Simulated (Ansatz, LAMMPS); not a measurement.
# Elastic response of amorphous Ge (65 atoms), part 3 of 3

How stiff is amorphous Ge (65 atoms), and how do its levels respond to strain?

Ansatz 0.2.0; Kohn-Sham DFT, PBE, PAW (set soft_1), plane waves.

The cell: 65 Ge. The quench rate of 5 K/ps is orders of magnitude faster than experiment. The network of bonds at the start is that of the classical potential that made the cell. Sampling is at Γ alone.

So far. Step 6 (Volume +3 %): The relaxation converged after 2 steps, 0.0222 eV below its start, with a largest force component of 0.040 eV/Å. Step 6 (Volume +3 %): Volume +3 %: the energy stands 0.204 eV above that of the reference, at a pressure of -1.34 GPa.

## Step 7: Volume -6 %

The relaxed cell is scaled to another volume.

input.yaml reads:

```yaml
crystal:
  lattice:
    - [11.52244, -0.05469, -0.14331]
    - [-0.05469, 12.08673, 0.055]
    - [-0.14331, 0.055, 10.68485]
  atoms:
    [... the 65 atom lines of step 4 ...]
kpoints:
  mp_grid: { grid: [1, 1, 1] }
hamiltonian:
  xc: pbe
  pseudopotentials: { kind: paw, azcp: { folder: soft_1 } }
scf:
  occupations: { method: fermi_dirac, width: 0.025 }
output:
  forces: true
  eigenvalues: true
  stress: true
relax:
  f_tol: 0.05
  max_steps: 70
```

On the command line:

```bash
$ ansatz run input.yaml --threads 4 --pin off --max-ram 8192MiB --backend cpu --events-out ev --progress --plain --runs-dir out
```

Numbers of over 12 decimals in the logs are rounded to 6 here.

What it wrote:

```text
[...]
Crystal: 65 atoms, lattice volume = 1487.750 Å³
Basis set: ecut = 420 eV, 29051 PW (Γ), exchange–correlation on 160×162×144 points (8 copies of the dense FFT grid, shifted against one another)
Bands: 546, of which v1, the nominal top of the filled ones, is band 455 counted from 1 (454 counted from 0)
Symmetry: 1 space group operations
[...]
k-points: 1
[...]
SCF iter   1: F=—  HF=-279163.324209 eV  |F-HF|=—  |Δ(HF+E_count)|=         —  Δρ=3.28e-2  dr2=1.65e1  ethr=3.10e-3  ⟨swp⟩=6.0  Hψ=1962  notcnv=0
[...]
SCF iter  10: F=—  HF=-279161.282838 eV  |F-HF|=—  |Δ(HF+E_count)|=   1.17e-4  Δρ=2.87e-5  dr2=2.00e-5  ethr=1.31e-8  ⟨swp⟩=2.0  Hψ=847  notcnv=0  defer=81
SCF iter  11: F=-279161.282890 eV  HF=-279161.282886 eV  |F-HF|=3.72e-6  |Δ(HF+E_count)|=   4.80e-5  Δρ=1.30e-5  dr2=7.73e-6  ethr=2.20e-9  ⟨swp⟩=10.0  Hψ=2083  notcnv=0
SCF 1 converged in 11 iterations: F = -279161.282890 eV  dr2 = 7.73e-6
[...]
relax step   1: F+E_penalty+E_count = -279161.28288982 eV  Δ(F+E_penalty+E_count) = +0.000e0 eV  max|allowed force component| = 2.188e-1 eV/Å  Δτ_max = 0.0000 Å  (11 SCF iters, dr2 threshold 6.25e-5 eV, accepted)
[...]
relax step   2: F+E_penalty+E_count = -279161.38950410 eV  Δ(F+E_penalty+E_count) = -1.066e-1 eV  max|allowed force component| = 7.193e-2 eV/Å  Δτ_max = 0.0526 Å  (8 SCF iters, dr2 threshold 2.99e-6 eV, accepted)
[...]
relax step   3: F+E_penalty+E_count = -279161.40954718 eV  Δ(F+E_penalty+E_count) = -2.004e-2 eV  max|allowed force component| = 3.830e-2 eV/Å  Δτ_max = 0.0298 Å  (9 SCF iters, accepted)
SCF converged after 9 iterations
Free energy (F): -279161.409547 eV
[...]
Internal energy: -279161.407238 eV  (E = F + TS)
E sigma→0 (E₀):  -279161.408393 eV
Entropy (-TS):   -0.002309 eV (-0.036 meV/atom)
Fermi energy:    8.207189 eV
[...]
Σ components = -279161.409547   (vs F -279161.409547, Δ=0.00e0)
--- Forces (eV/Å), atoms counted from 1 ---
  atom   1  Ge    -0.00123017    -0.03483158     0.02649852
  atom   2  Ge     0.00257298     0.01292020    -0.01418319
  atom   3  Ge    -0.00450343    -0.01625838     0.00885582
  atom   4  Ge     0.01434519    -0.00618458    -0.01923288
[...]
atom  65  Ge     0.03672024     0.02443875     0.01323387
  max |Σ_I F_I| component: 2.22e-5 eV/Å
--- Stress (GPa, compression-positive) ---
        3.469100       0.035312      -0.041038
        0.035312       3.714275       0.013405
       -0.041038       0.013405       3.167988
  P = ⅓ Tr σ = 3.4505 GPa (34.505 kbar)
--- Band table (eV) ---
[...]
--- Relaxed structure (3 steps of the walk, 3 accepted, 0 SCFs on fresh bases) ---
  F+E_penalty+E_count = -279161.40954718 eV   max|allowed force component| = 3.830e-2 eV/Å
  atoms:
    - { symbol: Ge, position: [0.494551, 0.884880, 0.481868] }
    - { symbol: Ge, position: [0.402195, 0.450366, 0.379887] }
    - { symbol: Ge, position: [0.629918, 0.207226, 0.503038] }
    - { symbol: Ge, position: [0.288695, 0.821238, 0.462834] }
[...]
- { symbol: Ge, position: [0.292350, 0.644551, 0.582225] }
```

Run time: 1.7 min. Hardware: 4 threads of Arm Neoverse V1, shared host; peak memory 2.2 GiB.

The relaxation converged after 3 steps, 0.127 eV below its start, with a largest force component of 0.038 eV/Å.

Volume -6 %: the energy stands 0.965 eV above that of the reference, at a pressure of 3.45 GPa.

## Step 8: Volume +6 %

The relaxed cell is scaled to another volume.

Input and log are left out; they have the form of those shown for this kind of step.

Run time: 2.2 min. Hardware: 4 threads of Arm Neoverse V1, shared host; peak memory 2.5 GiB; 8.3 min of CPU time.

The relaxation converged after 3 steps, 0.0917 eV below its start, with a largest force component of 0.037 eV/Å.

Volume +6 %: the energy stands 0.766 eV above that of the reference, at a pressure of -2.46 GPa.

## Step 9: Volume -10 %

The relaxed cell is scaled to another volume.

input.yaml, the sections that differ from step 7:

```yaml
crystal:
  lattice:
    - [11.35663, -0.0539, -0.14125]
    - [-0.0539, 11.9128, 0.05421]
    - [-0.14125, 0.05421, 10.53109]
  atoms:
    [... the 65 atom lines of step 4 ...]
# kpoints, hamiltonian, scf, output, relax: as in step 7
```

What it wrote:

```text
[...]
Crystal: 65 atoms, lattice volume = 1424.443 Å³
Basis set: ecut = 420 eV, 27865 PW (Γ), exchange–correlation on 160×160×144 points (8 copies of the dense FFT grid, shifted against one another)
Bands: 546, of which v1, the nominal top of the filled ones, is band 455 counted from 1 (454 counted from 0)
Symmetry: 1 space group operations
[...]
k-points: 1
[...]
SCF iter   1: F=—  HF=-279161.323685 eV  |F-HF|=—  |Δ(HF+E_count)|=         —  Δρ=3.47e-2  dr2=1.76e1  ethr=3.10e-3  ⟨swp⟩=6.0  Hψ=1966  notcnv=0
[...]
SCF iter   9: F=—  HF=-279159.084271 eV  |F-HF|=—  |Δ(HF+E_count)|=   2.65e-4  Δρ=5.26e-5  dr2=1.11e-4  ethr=1.33e-7  ⟨swp⟩=2.0  Hψ=545  notcnv=0  defer=82
SCF iter  10: F=-279159.084389 eV  HF=-279159.084355 eV  |F-HF|=3.32e-5  |Δ(HF+E_count)|=   8.48e-5  Δρ=2.60e-5  dr2=1.49e-5  ethr=6.87e-9  ⟨swp⟩=8.0  Hψ=2523  notcnv=0
SCF 1 converged in 10 iterations: F = -279159.084389 eV  dr2 = 1.49e-5
[...]
relax step   1: F+E_penalty+E_count = -279159.08438859 eV  Δ(F+E_penalty+E_count) = +0.000e0 eV  max|allowed force component| = 3.928e-1 eV/Å  Δτ_max = 0.0000 Å  (10 SCF iters, dr2 threshold 6.25e-5 eV, accepted)
[...]
relax step   2: F+E_penalty+E_count = -279159.40773976 eV  Δ(F+E_penalty+E_count) = -3.234e-1 eV  max|allowed force component| = 1.427e-1 eV/Å  Δτ_max = 0.0814 Å  (8 SCF iters, dr2 threshold 9.64e-6 eV, accepted)
[...]
relax step   3: F+E_penalty+E_count = -279159.48834553 eV  Δ(F+E_penalty+E_count) = -8.061e-2 eV  max|allowed force component| = 7.374e-2 eV/Å  Δτ_max = 0.0650 Å  (10 SCF iters, accepted)
relax step   4: F+E_penalty+E_count = -279159.51293833 eV  Δ(F+E_penalty+E_count) = -2.459e-2 eV  max|allowed force component| = 5.485e-2 eV/Å  Δτ_max = 0.0689 Å  (10 SCF iters, accepted)
[...]
relax step   5: F+E_penalty+E_count = -279159.51829318 eV  Δ(F+E_penalty+E_count) = -5.355e-3 eV  max|allowed force component| = 3.262e-2 eV/Å  Δτ_max = 0.0337 Å  (9 SCF iters, accepted)
SCF converged after 9 iterations
Free energy (F): -279159.518293 eV
[...]
Internal energy: -279159.516467 eV  (E = F + TS)
E sigma→0 (E₀):  -279159.517380 eV
Entropy (-TS):   -0.001827 eV (-0.028 meV/atom)
Fermi energy:    8.779619 eV
[...]
Σ components = -279159.518293   (vs F -279159.518293, Δ=0.00e0)
--- Forces (eV/Å), atoms counted from 1 ---
  atom   1  Ge     0.00694003    -0.01324417     0.01335138
  atom   2  Ge    -0.00362839    -0.00124663    -0.00345414
  atom   3  Ge    -0.00495998     0.01088744     0.01435249
  atom   4  Ge     0.01233455    -0.00103918    -0.01626956
[...]
atom  65  Ge     0.00724000    -0.00891244     0.00313795
  max |Σ_I F_I| component: 2.33e-5 eV/Å
--- Stress (GPa, compression-positive) ---
        6.292770       0.100341       0.005866
        0.100341       6.764018       0.048303
        0.005866       0.048303       5.715017
  P = ⅓ Tr σ = 6.2573 GPa (62.573 kbar)
--- Band table (eV) ---
[...]
--- Relaxed structure (5 steps of the walk, 5 accepted, 0 SCFs on fresh bases) ---
  F+E_penalty+E_count = -279159.51829318 eV   max|allowed force component| = 3.262e-2 eV/Å
  atoms:
    - { symbol: Ge, position: [0.496606, 0.883388, 0.479809] }
    - { symbol: Ge, position: [0.400153, 0.447006, 0.378932] }
    - { symbol: Ge, position: [0.623072, 0.207229, 0.510421] }
    - { symbol: Ge, position: [0.290826, 0.817574, 0.453168] }
[...]
- { symbol: Ge, position: [0.296507, 0.645849, 0.585089] }
```

It took 2.8 min on 4 threads; peak memory 2.2 GiB; 10 min of CPU time.

The relaxation converged after 5 steps, 0.434 eV below its start, with a largest force component of 0.033 eV/Å.

Volume -10 %: the energy stands 2.86 eV above that of the reference, at a pressure of 6.26 GPa.

## Step 10: Pressure against volume

Atoms are relaxed at each volume, in the scaled cell.

```csv
volume change (%),volume (Å³/atom),energy change (meV/atom),pressure (GPa),largest move on relaxing (Å),bonds,gap (eV)
-10,21.915,43.95,6.26,0.20,132,0.297
-6,22.888,14.85,3.45,0.07,132,0.283
-3,23.619,3.58,1.63,0.03,132,0.282
+0,24.349,0.00,0.01,-,132,0.275
+3,25.080,3.13,-1.34,0.03,132,0.265
+6,25.810,11.79,-2.46,0.07,132,0.255
```

## Step 11: What came out

The bulk modulus, from the slope of pressure against ln V over the three points nearest the relaxed volume, is 49.4 GPa; a quadratic over all points gives a pressure derivative of about 4.0. The gap goes from 0.297 eV at the smallest volume to 0.255 eV at the largest, -0.2 eV per unit of ln V by a straight line, on the run's k-points.

**Limits.** Strains are finite and relaxations stop at the force tolerance of the input, which can leave moduli too stiff; they are those of a static cell at zero temperature. Volumes are changed with the cell's shape held, so in an anisotropic solid the modulus lies over the one under free hydrostatic load. The program notes that the SCF threshold of the relaxations is loose for the stress.

The DFT runs together took 17 min of wall time.

[Logs are printed without paths, hosts, clocks, repeated set-up lines and the standing remarks that a program may print on its own settings, such as how far it seeks lower states.]

[Hosts, paths, dates, database ids (printed as entryN), source tags and the programs' standing remarks are cut or masked in the printed files.]
